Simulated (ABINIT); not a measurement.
# SnSe2 (P-3m1): G0W0 with ABINIT, start to end, part 2 of 3

Aim: the G0W0 gap of SnSe2 (P-3m1) on PBE, step by step.

ABINIT 10.8.3; PBE and many-body steps on it, plane waves. Known limits of the many-body steps: not at the basis limit; no spin-orbit coupling; coarse k mesh.

So far. Step 2 (Ground state): The gap is indirect, with the least direct gap 0.28 eV higher.

**3. Bands along the symmetry lines**

Level of this step: DFT, PBE, plane waves, norm-conserving pseudopotentials (ABINIT).

Levels along a band path, at the cheap level, show where the edges lie and whether the meshes to come will hold them.

Contents of run.abi:

```
acell 3*1.0 Angstrom
rprim 
  3.810999999987 0.000000000003 0.000000000000
  -1.905499999996 3.300422813810 0.000000000000
  0.000000000000 0.000000000000 6.136000000000
ntypat 2
znucl 50 34
natom 3
typat 1 2 2
xred 
  0.000000000000 0.000000000000 0.000000000000
  0.333333333333 0.666666666667 0.249000000000
  0.666666666667 0.333333333333 0.751000000000
pp_dirpath "pseudos"
pseudos "Sn.upf, Se.upf"
ecut 48
iscf -2
irdden 1
kptopt 0
nkpt 75
kpt 
  0.00000000 0.00000000 0.00000000
  0.06250000 0.00000000 0.00000000
  0.12500000 0.00000000 0.00000000
  0.18750000 0.00000000 0.00000000
  0.25000000 0.00000000 0.00000000
  0.31250000 0.00000000 0.00000000
  0.37500000 0.00000000 0.00000000
  0.43750000 0.00000000 0.00000000
  0.50000000 0.00000000 0.00000000
  0.47916667 0.04166667 0.00000000
  0.45833333 0.08333333 0.00000000
  0.43750000 0.12500000 0.00000000
  0.41666666 0.16666666 0.00000000
  0.39583333 0.20833333 0.00000000
  0.37500000 0.25000000 0.00000000
  0.35416666 0.29166666 0.00000000
  0.33333333 0.33333333 0.00000000
  0.29166666 0.29166666 0.00000000
  0.25000000 0.25000000 0.00000000
  0.20833333 0.20833333 0.00000000
  0.16666666 0.16666666 0.00000000
  0.12500000 0.12500000 0.00000000
  0.08333333 0.08333333 0.00000000
  0.04166667 0.04166667 0.00000000
  0.00000000 0.00000000 0.00000000
  0.00000000 0.00000000 0.06250000
  0.00000000 0.00000000 0.12500000
  0.00000000 0.00000000 0.18750000
  0.00000000 0.00000000 0.25000000
  0.00000000 0.00000000 0.31250000
  0.00000000 0.00000000 0.37500000
  0.00000000 0.00000000 0.43750000
  0.00000000 0.00000000 0.50000000
  0.06250000 0.00000000 0.50000000
  0.12500000 0.00000000 0.50000000
  0.18750000 0.00000000 0.50000000
  0.25000000 0.00000000 0.50000000
  0.31250000 0.00000000 0.50000000
  0.37500000 0.00000000 0.50000000
  0.43750000 0.00000000 0.50000000
  0.50000000 0.00000000 0.50000000
  0.47916667 0.04166667 0.50000000
  0.45833333 0.08333333 0.50000000
  0.43750000 0.12500000 0.50000000
  0.41666666 0.16666666 0.50000000
  0.39583333 0.20833333 0.50000000
  0.37500000 0.25000000 0.50000000
  0.35416666 0.29166666 0.50000000
  0.33333333 0.33333333 0.50000000
  0.29166666 0.29166666 0.50000000
  0.25000000 0.25000000 0.50000000
  0.20833333 0.20833333 0.50000000
  0.16666666 0.16666666 0.50000000
  0.12500000 0.12500000 0.50000000
  0.08333333 0.08333333 0.50000000
  0.04166667 0.04166667 0.50000000
  0.00000000 0.00000000 0.50000000
  0.50000000 0.00000000 0.50000000
  0.50000000 0.00000000 0.43750000
  0.50000000 0.00000000 0.37500000
  0.50000000 0.00000000 0.31250000
  0.50000000 0.00000000 0.25000000
  0.50000000 0.00000000 0.18750000
  0.50000000 0.00000000 0.12500000
  0.50000000 0.00000000 0.06250000
  0.50000000 -0.00000000 0.00000000
  0.33333333 0.33333333 0.50000000
  0.33333333 0.33333333 0.43750000
  0.33333333 0.33333333 0.37500000
  0.33333333 0.33333333 0.31250000
  0.33333333 0.33333333 0.25000000
  0.33333333 0.33333333 0.18750000
  0.33333333 0.33333333 0.12500000
  0.33333333 0.33333333 0.06250000
  0.33333333 0.33333333 0.00000000
istwfk *1
nband 42
nbdbuf 2
tolwfr 1e-08
nstep 40
prtwf 0
prtvol 0
indata_prefix "in"
outdata_prefix "out"
tmpdata_prefix "tmp"
```

Run with:

```sh
OMP_NUM_THREADS=1 mpirun -n 8 abinit run.abi > log
```

Numbers of over 12 decimals in the logs are rounded to 6 here.

Output:

```text
.Version 10.8.3 of ABINIT. v10.8.2 released Aug 2026.

 Symmetries : space group P-3 m 1 (#164); Bravais hP (primitive hexag.)
[... echo of the input left out ...]
== DATASET  1 ==================================================================
-   mpi_nproc: 8, omp_nthreads: 1 (-1 if OMP is not activated)

--- !DatasetInfo
iteration_state: {dtset: 1, }
dimensions: {natom: 3, nkpt: 75, mband: 42, nsppol: 1, nspinor: 1, nspden: 1, mpw: 8310, }
cutoff_energies: {ecut:  48.0, pawecutdg:  -1.0, }
electrons: {nelect:   7.00000000E+01, charge:   0.00000000E+00, occopt:   1.00000000E+00, tsmear:   1.00000000E-02, }

 Real(R)+Recip(G) space primitive vectors, cartesian coordinates (Bohr,Bohr^-1):
 R(1)=  7.2017463  0.0000000  0.0000000  G(1)=  0.1388552  0.0801681  0.0000000
 R(2)= -3.6008731  6.2368952  0.0000000  G(2)=  0.0000000  0.1603362  0.0000000
 R(3)=  0.0000000  0.0000000 11.5953595  G(3)=  0.0000000  0.0000000  0.0862414
 Unit cell volume ucvol=  5.2082339E+02 bohr^3
 Angles (23,13,12)=  9.00000000E+01  9.00000000E+01  1.20000000E+02 degrees

 getcut: wavevector=  0.0000  0.0000  0.0000  ngfft=  48  48  75
         ecut(hartree)=     48.000   => boxcut(ratio)=   2.04626

--- Pseudopotential description ------------------------------------------------
- Sn Generated using ONCVPSP code by D. R. Hamann
- 50.00000  22.00000  171031                  znucl, zion, pspdat
12 -101130 2 -1 1628                          pspcod,pspxc,lmax,lloc,mmax
     nproj     2     2     2
  pspatm : epsatm=   27.31087254
         --- l  ekb(1:nproj) -->
             0    9.701792   -0.671203
             1    4.046855   -0.266328
             2   -2.346641   -0.600143
 pspatm: atomic psp has been read  and splines computed

- Se Generated using ONCVPSP code by D. R. Hamann
- 34.00000  24.00000  171031                  znucl, zion, pspdat
12 -101130 2 -1 1214                          pspcod,pspxc,lmax,lloc,mmax
     nproj     2     2     2
  pspatm : epsatm=   25.39064422
         --- l  ekb(1:nproj) -->
[...]
pspatm: atomic psp has been read  and splines computed

--------------------------------------------------------------------------------

================================================================================
 prteigrs : about to open file out_EIG
 Non-SCF case, kpt    1 (  0.00000  0.00000  0.00000), residuals and eigenvalues=
  8.42E-09  7.52E-09  4.48E-09  4.46E-09  7.81E-09  7.15E-09  1.95E-09  1.25E-09
  8.45E-09  1.50E-09  5.36E-09  1.55E-09  4.79E-09  3.70E-09  2.81E-09  4.57E-09
  1.19E-09  2.05E-09  8.40E-09  1.96E-09  2.15E-09  3.70E-09  1.58E-09  3.04E-09
[...]
6.59E-09  4.23E-06
 -7.4056E+00 -7.4056E+00 -5.1819E+00 -5.1819E+00 -5.1819E+00 -5.1819E+00
 -5.1802E+00 -5.1802E+00 -4.5436E+00 -2.9186E+00 -2.9186E+00 -2.9185E+00
 -1.5138E+00 -1.5138E+00 -1.5138E+00 -1.5138E+00 -1.5122E+00 -1.5122E+00
[...]
Non-SCF case, kpt    3 (  0.12500  0.00000  0.00000), residuals and eigenvalues=
[...]
2.28E-06  1.06E-04
[...]
Non-SCF case, kpt   74 (  0.33333  0.33333  0.06250), residuals and eigenvalues=
[...]
Non-SCF case, kpt   75 (  0.33333  0.33333  0.00000), residuals and eigenvalues=
[...]
7.1113E-02  7.1113E-02  8.4342E-02  1.5133E-01  1.5133E-01  2.5982E-01
  4.5238E-01  4.5238E-01  4.7301E-01  4.8056E-01  5.1716E-01  5.1716E-01

--- !ResultsGS
iteration_state: {dtset: 1, }
comment   : Summary of ground state results
lattice_vectors:
- [  7.2017463,   0.0000000,   0.0000000, ]
- [ -3.6008731,   6.2368952,   0.0000000, ]
- [  0.0000000,   0.0000000,  11.5953595, ]
lattice_lengths: [   7.20175,    7.20175,   11.59536, ]
lattice_angles: [ 90.000,  90.000, 120.000, ] # degrees, (23, 13, 12)
lattice_volume:   5.2082339E+02
convergence: {deltae:  0.000E+00, res2:  0.000E+00, residm:  9.986E-09, diffor:  0.000E+00, }
etotal    :  -8.98128066E+02
entropy   :   0.00000000E+00
fermie    :   2.07145501E-01
cartesian_stress_tensor: null
pressure_GPa: null
xred      :
- [  0.0000E+00,   0.0000E+00,   0.0000E+00, Sn]
- [  3.3333E-01,   6.6667E-01,   2.4900E-01, Se]
- [  6.6667E-01,   3.3333E-01,   7.5100E-01, Se]
cartesian_forces: null
force_length_stats: {min: null, max: null, mean: null, }

 Integrated electronic density in atomic spheres:
 ------------------------------------------------
 Atom  Sphere_radius  Integrated_density
[...]
================================================================================

 ----iterations are completed or convergence reached----

 Mean square residual over all n,k,spin=   45.089E-10; max=  99.857E-10
 reduced coordinates (array xred) for    3 atoms
[...]
0.333333333333      0.666666666667      0.249000000000
       0.666666666667      0.333333333333      0.751000000000

 cartesian coordinates (angstrom) at end:
    1      0.000000     0.000000     0.000000
    2     -1.67e-12     2.200282     1.527864
    3      1.905500     1.100141     4.608136
 length scales=  1.889726125908  1.889726125908  1.889726125908 bohr
              =  1.000000000000  1.000000000000  1.000000000000 angstroms
 prteigrs : about to open file out_EIG
 Eigenvalues (hartree) for nkpt=  75  k points:
 kpt#   1, nband= 42, wtk=  1.00000, kpt=  0.0000  0.0000  0.0000 (reduced coord)
[...]
kpt#   2, nband= 42, wtk=  1.00000, kpt=  0.0625  0.0000  0.0000 (reduced coord)
[...]
kpt#   3, nband= 42, wtk=  1.00000, kpt=  0.1250  0.0000  0.0000 (reduced coord)
[...]
kpt#  74, nband= 42, wtk=  1.00000, kpt=  0.3333  0.3333  0.0625 (reduced coord)
[...]
0.51886    0.51886
 kpt#  75, nband= 42, wtk=  1.00000, kpt=  0.3333  0.3333  0.0000 (reduced coord)
[...]
-0.57313   -0.57313   -0.57257   -0.22895   -0.22895   -0.06791    0.07111    0.07111
   0.08434    0.15133    0.15133    0.25982    0.45238    0.45238    0.47301    0.48056
   0.51716    0.51716

== END DATASET(S) ==============================================================
================================================================================

 -outvars: echo values of variables after computation  --------
            nband          42
             nkpt          75
          spgroup         164
 [... the other variables as echoed above ...]

 Calculation completed.
```

Elapsed: 1.8 min, on 8 MPI ranks of Intel Xeon Platinum 8259CL at 2.50GHz (Skylake/Cascade Lake), shared host; peak memory 1.1 GiB; 14 min of CPU time.

This step gave:

```
gap                        : 0.7238 eV
k of the valence top       : 0.0833, 0.0833, 0
k of the conduction bottom : 0.5, 0, 0.3125
least direct gap           : 1.100 eV
```

The gap is 0.724 eV, −0.095 eV from the run before at this level.

The electronic bands at the labelled points (eV, zero at the top of the highest filled band):

```csv
point,band 32,band 33,band 34,band 35,band 36,band 37,band 38,band 39
Γ,-0.73,-0.43,-0.43,-0.05,1.05,2.92,4.61,4.61
halfway,-2.38,-2.03,-0.25,-0.17,1.96,3.93,5.38,5.69
M,-2.95,-2.72,-1.24,-0.35,1.12,3.77,5.41,5.45
halfway,-3.35,-2.91,-1.31,-1.26,1.52,5.27,5.30,6.44
K,-3.75,-3.39,-1.56,-1.56,1.39,6.63,6.63,7.19
halfway,-3.46,-1.46,-1.29,-0.19,2.17,4.94,5.14,5.70
Γ,-0.73,-0.43,-0.43,-0.05,1.05,2.92,4.61,4.61
halfway,-0.79,-0.79,-0.35,-0.35,1.90,2.92,4.47,4.47
A,-0.82,-0.82,-0.28,-0.28,2.41,2.89,4.34,4.34
halfway,-1.88,-1.79,-1.45,-0.46,1.68,4.48,5.66,5.78
L,-2.55,-2.03,-0.88,-0.74,0.83,4.24,4.82,5.80
halfway,-3.62,-2.80,-0.65,-0.46,1.74,4.66,5.30,5.63
H,-4.25,-3.76,-0.41,-0.41,2.51,4.71,4.71,6.21
halfway,-2.82,-1.93,-0.96,-0.86,2.20,4.53,5.82,5.94
A,-0.82,-0.82,-0.28,-0.28,2.41,2.89,4.34,4.34
jump to L,-2.55,-2.03,-0.88,-0.74,0.83,4.24,4.82,5.80
halfway,-2.64,-2.57,-0.85,-0.54,0.77,3.98,5.62,5.86
M,-2.95,-2.72,-1.24,-0.35,1.12,3.77,5.41,5.45
jump to H,-4.25,-3.76,-0.41,-0.41,2.51,4.71,4.71,6.21
halfway,-4.04,-3.58,-0.99,-0.99,1.91,5.58,5.58,6.72
K,-3.75,-3.39,-1.56,-1.56,1.39,6.63,6.63,7.19
```

**4. Empty states on the mesh, 3×3×2 mesh, 259 bands**

The sums over transitions need many empty states on a uniform mesh; this step solves for them.

Contents of run.abi:

```
acell 3*1.0 Angstrom
rprim 
  3.810999999987 0.000000000003 0.000000000000
  -1.905499999996 3.300422813810 0.000000000000
  0.000000000000 0.000000000000 6.136000000000
ntypat 2
znucl 50 34
natom 3
typat 1 2 2
xred 
  0.000000000000 0.000000000000 0.000000000000
  0.333333333333 0.666666666667 0.249000000000
  0.666666666667 0.333333333333 0.751000000000
pp_dirpath "pseudos"
pseudos "Sn.upf, Se.upf"
ecut 48
ngkpt 3 3 2
nshiftk 1
shiftk 0 0 0
kptopt 1
chksymbreak 0
iscf -2
irdden 1
istwfk *1
nband 259
nbdbuf 22
tolwfr 1e-09
nstep 60
prtvol 0
indata_prefix "in"
outdata_prefix "out"
tmpdata_prefix "tmp"
```

Output:

```text
.Version 10.8.3 of ABINIT. v10.8.2 released Aug 2026.

 Symmetries : space group P-3 m 1 (#164); Bravais hP (primitive hexag.)
[... echo of the input left out ...]
== DATASET  1 ==================================================================
-   mpi_nproc: 8, omp_nthreads: 1 (-1 if OMP is not activated)
-    --> not optimal distribution: autoparal keyword recommended in input file <--

--- !DatasetInfo
iteration_state: {dtset: 1, }
dimensions: {natom: 3, nkpt: 6, mband: 259, nsppol: 1, nspinor: 1, nspden: 1, mpw: 8305, }
cutoff_energies: {ecut:  48.0, pawecutdg:  -1.0, }
electrons: {nelect:   7.00000000E+01, charge:   0.00000000E+00, occopt:   1.00000000E+00, tsmear:   1.00000000E-02, }

 Real(R)+Recip(G) space primitive vectors, cartesian coordinates (Bohr,Bohr^-1):
 R(1)=  7.2017463  0.0000000  0.0000000  G(1)=  0.1388552  0.0801681  0.0000000
 R(2)= -3.6008731  6.2368952  0.0000000  G(2)=  0.0000000  0.1603362  0.0000000
 R(3)=  0.0000000  0.0000000 11.5953595  G(3)=  0.0000000  0.0000000  0.0862414
 Unit cell volume ucvol=  5.2082339E+02 bohr^3
 Angles (23,13,12)=  9.00000000E+01  9.00000000E+01  1.20000000E+02 degrees

 getcut: wavevector=  0.0000  0.0000  0.0000  ngfft=  48  48  75
         ecut(hartree)=     48.000   => boxcut(ratio)=   2.04626

--- Pseudopotential description ------------------------------------------------
- Sn Generated using ONCVPSP code by D. R. Hamann
- 50.00000  22.00000  171031                  znucl, zion, pspdat
12 -101130 2 -1 1628                          pspcod,pspxc,lmax,lloc,mmax
     nproj     2     2     2
  pspatm : epsatm=   27.31087254
         --- l  ekb(1:nproj) -->
             0    9.701792   -0.671203
             1    4.046855   -0.266328
             2   -2.346641   -0.600143
 pspatm: atomic psp has been read  and splines computed

- Se Generated using ONCVPSP code by D. R. Hamann
- 34.00000  24.00000  171031                  znucl, zion, pspdat
12 -101130 2 -1 1214                          pspcod,pspxc,lmax,lloc,mmax
     nproj     2     2     2
  pspatm : epsatm=   25.39064422
         --- l  ekb(1:nproj) -->
[...]
pspatm: atomic psp has been read  and splines computed

--------------------------------------------------------------------------------

================================================================================
 prteigrs : about to open file out_EIG
 Non-SCF case, kpt    1 (  0.00000  0.00000  0.00000), residuals and eigenvalues=
  1.47E-10  2.05E-10  9.49E-10  9.07E-11  7.38E-10  1.51E-10  6.29E-11  5.23E-11
  9.07E-10  5.72E-10  7.54E-10  6.13E-10  1.64E-10  2.17E-10  2.85E-10  2.07E-10
  2.29E-10  2.40E-10  2.41E-10  2.99E-10  2.14E-10  1.85E-10  9.28E-10  9.92E-11
[...]
-7.4056E+00 -7.4056E+00 -5.1819E+00 -5.1819E+00 -5.1819E+00 -5.1819E+00
 -5.1802E+00 -5.1802E+00 -4.5436E+00 -2.9186E+00 -2.9186E+00 -2.9185E+00
 -1.5138E+00 -1.5138E+00 -1.5138E+00 -1.5138E+00 -1.5122E+00 -1.5122E+00
[...]
4.0224E+00  4.0224E+00  4.0232E+00  4.0246E+00  4.0246E+00  4.0732E+00
  4.0732E+00  4.0791E+00  4.0791E+00  4.1118E+00  4.1228E+00  4.1417E+00
  4.1572E+00
 prteigrs : prtvol=0 or 1, do not print more k-points.

--- !ResultsGS
iteration_state: {dtset: 1, }
comment   : Summary of ground state results
lattice_vectors:
- [  7.2017463,   0.0000000,   0.0000000, ]
- [ -3.6008731,   6.2368952,   0.0000000, ]
- [  0.0000000,   0.0000000,  11.5953595, ]
lattice_lengths: [   7.20175,    7.20175,   11.59536, ]
lattice_angles: [ 90.000,  90.000, 120.000, ] # degrees, (23, 13, 12)
lattice_volume:   5.2082339E+02
convergence: {deltae:  0.000E+00, res2:  0.000E+00, residm:  9.987E-10, diffor:  0.000E+00, }
etotal    :  -8.98128066E+02
entropy   :   0.00000000E+00
fermie    :   2.07145501E-01
cartesian_stress_tensor: null
pressure_GPa: null
xred      :
- [  0.0000E+00,   0.0000E+00,   0.0000E+00, Sn]
- [  3.3333E-01,   6.6667E-01,   2.4900E-01, Se]
- [  6.6667E-01,   3.3333E-01,   7.5100E-01, Se]
cartesian_forces: null
force_length_stats: {min: null, max: null, mean: null, }

 Integrated electronic density in atomic spheres:
 ------------------------------------------------
 Atom  Sphere_radius  Integrated_density
[...]
================================================================================

 ----iterations are completed or convergence reached----

 Mean square residual over all n,k,spin=   34.734E-11; max=  99.872E-11
 reduced coordinates (array xred) for    3 atoms
[...]
0.666666666667      0.333333333333      0.751000000000

 cartesian coordinates (angstrom) at end:
    1      0.000000     0.000000     0.000000
    2     -1.67e-12     2.200282     1.527864
    3      1.905500     1.100141     4.608136
 length scales=  1.889726125908  1.889726125908  1.889726125908 bohr
              =  1.000000000000  1.000000000000  1.000000000000 angstroms
 prteigrs : about to open file out_EIG
 Eigenvalues (hartree) for nkpt=   6  k points:
 kpt#   1, nband=259, wtk=  0.05556, kpt=  0.0000  0.0000  0.0000 (reduced coord)
[...]
3.98249    3.99069    3.99304    4.00429    4.00823    4.00824    4.02238    4.02238
   4.02325    4.02459    4.02459    4.07316    4.07316    4.07910    4.07912    4.11185
   4.12276    4.14170    4.15716
 prteigrs : prtvol=0 or 1, do not print more k-points.

== END DATASET(S) ==============================================================
================================================================================

 -outvars: echo values of variables after computation  --------
            nband         259
             nkpt           6
          spgroup         164
 [... the other variables as echoed above ...]

 Calculation completed.
```

Wall time 2.8 min (8 MPI ranks); peak memory 0.87 GiB.

Numbers from this step:

```yaml
gap: 1.100 eV
k_of_the_valence_top: 0, 0, 0
k_of_the_conduction_bottom: 0, 0, 0
least_direct_gap: 1.100 eV
k_points_computed: 6
lowest_point_of_the_top_converged_band_above_the_valence_top: 99.9115 eV
```

On this mesh the gap is 1.100 eV. The earlier step found 0.819 eV, so this mesh misses an edge.

[end of part 2 of 3]

[Paths, hosts, dates, memory and timing lines, banners, echoed tables and standing remarks are left out of the program output.]

[Logs are printed without paths, hosts, clocks, repeated set-up lines and the standing remarks that a program may print on its own settings, such as how far it seeks lower states.]

[Runs of the session that timed out or met a known fault of the program may be left out.]

[No measured gap is set beside runs whose start may be inverted or whose files or cutoffs have a known fault.]

[Hosts, paths, dates, database ids (printed as entryN), source tags and the programs' standing remarks are cut or masked in the printed files.]

[G0W0 gaps are taken among the corrected bands and points alone; a level outside them can change the order at an edge.]

[Where Ansatz stands beside ABINIT at settings called matched, ABINIT's density can come from a denser mesh and the files from another edition; pairs whose starting gaps differed by over 0.03 eV were left out, so agreement reads better than it is.]
